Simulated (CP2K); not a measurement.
Two runs for the N K edge of formamide monohydrate. Run A: CP2K XAS_TDP, all-electron GAPW, PBEh(45%), aug-cc-pVDZ, TDA, no relativity. Run B differs in one setting.

First lines with a strength over 0.0015. A:

| atom | energy (eV) | states | strength, one atom |
| --- | --- | --- | --- |
| N1 (bonded to C and 2 H, gives 1 H bond) | 397.66 | 1 | 0.0226 |
|  | 398.57 | 1 | 0.0136 |
|  | 399.88 | 1 | 0.0122 |
|  | 400.59 | 1 | 0.0033 |
|  | 401.11 | 1 | 0.0048 |

B:

| atom | energy (eV) | states | strength, one atom |
| --- | --- | --- | --- |
| N1 (bonded to C and 2 H, gives 1 H bond) | 403.15 | 1 | 0.0223 |
|  | 404.06 | 1 | 0.0134 |
|  | 405.37 | 1 | 0.0120 |
|  | 406.08 | 1 | 0.0033 |
|  | 406.60 | 1 | 0.0047 |

Which was it: scalar relativity switched on, the functional, the basis, GW2X switched on?

GW2X switched on. GW2X shifts an atom's lines together and keeps their spacings. Against PBEh(45%) in aug-cc-pVDZ, the leading line moves by +5.49 eV, to 403.15 eV.

[Hosts, paths, dates, database ids (printed as entryN), source tags and the programs' standing remarks are cut or masked in the printed files.]
